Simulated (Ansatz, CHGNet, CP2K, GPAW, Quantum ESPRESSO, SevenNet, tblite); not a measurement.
## Finding the fault: Quantum ESPRESSO, graphene/h-BP/graphene sandwich (62 atoms)

Program: Quantum ESPRESSO 7.5, a calculation on a cell of 48 C, 7 B and 7 P, with vacuum.

The input, pw.in:

```
&control
  calculation = 'scf'
  pseudo_dir = './pseudo'
  outdir = './tmp'
  disk_io = 'none'
  tprnfor = .true.
/
&system
  ibrav = 0
  nat = 62
  ntyp = 3
  ecutwf = 45
  ecutrho = 360
  nosym = .true.
  occupations = 'smearing'
  smearing = 'fd'
  degauss = 0.003675
/
&electrons
  conv_thr = 3.1e-07
  electron_maxstep = 50
  mixing_beta = 0.2
  mixing_mode = 'local-TF'
  diagonalization = 'david'
/
ATOMIC_SPECIES
C 12.011 C.upf
B 10.810 B.upf
P 30.974 P.upf
CELL_PARAMETERS angstrom
8.50730 0.00000 0.00000
-4.25365 7.36754 0.00000
0.00000 0.00000 20.91000
ATOMIC_POSITIONS crystal
C 0.16636 0.66875 0.33481
C 0.16793 0.50162 0.33520
C 0.33452 0.99888 0.33449
C 0.32951 0.82653 0.33596
C 0.16802 0.16775 0.33398
C 0.16504 0.99483 0.33336
C 0.33448 0.49712 0.33519
C 0.34184 0.33619 0.33520
C 0.49512 0.83794 0.33477
C 0.50273 0.66517 0.33520
[... 48 atom lines left out ...]
C 0.53374 0.76987 0.66373
C 0.53931 0.61057 0.66427
C 0.53182 0.27077 0.66732
C 0.52960 0.10541 0.66508
K_POINTS gamma
```

Launch:

```
$ OMP_NUM_THREADS=1 mpirun -np 2 pw.x -in pw.in > output.txt
```

What it wrote:

```text
Program PWSCF
 %%%%%%%%%%%%%%%%%%%%%%%%%%%%%%%%%%%%%%%%%%%%%%%%%%%%%%%%%%%%%%%%%%%%%%%%%%%%%%
     Error in routine  read_namelists (1):
      bad line in namelist &system: "  ecutwf = 45" (error could be in the previous line)
 %%%%%%%%%%%%%%%%%%%%%%%%%%%%%%%%%%%%%%%%%%%%%%%%%%%%%%%%%%%%%%%%%%%%%%%%%%%%%%
```

It took 0.72 s on 2 MPI ranks of Arm Neoverse V1, shared host; peak memory 0.26 GiB.

Banners, paths, timers and routine set-up lines are dropped from the logs unmarked, and long logs keep their key lines alone; longer cuts are marked.

**Question.** Which part of the input is at fault, and how is it mended?

A misspelt keyword: ecutwfc written as ecutwf. Mend: write ecutwfc in place of ecutwf.

The program stopped at the start.

[Also dropped from logs without a mark: logging warnings of Python, and SIESTA's first energy breakdown and zero terms.]

[Logs are printed without paths, hosts, clocks, repeated set-up lines and the standing remarks that a program may print on its own settings, such as how far it seeks lower states.]

[Hosts, paths, dates, database ids (printed as entryN), source tags and the programs' standing remarks are cut or masked in the printed files.]
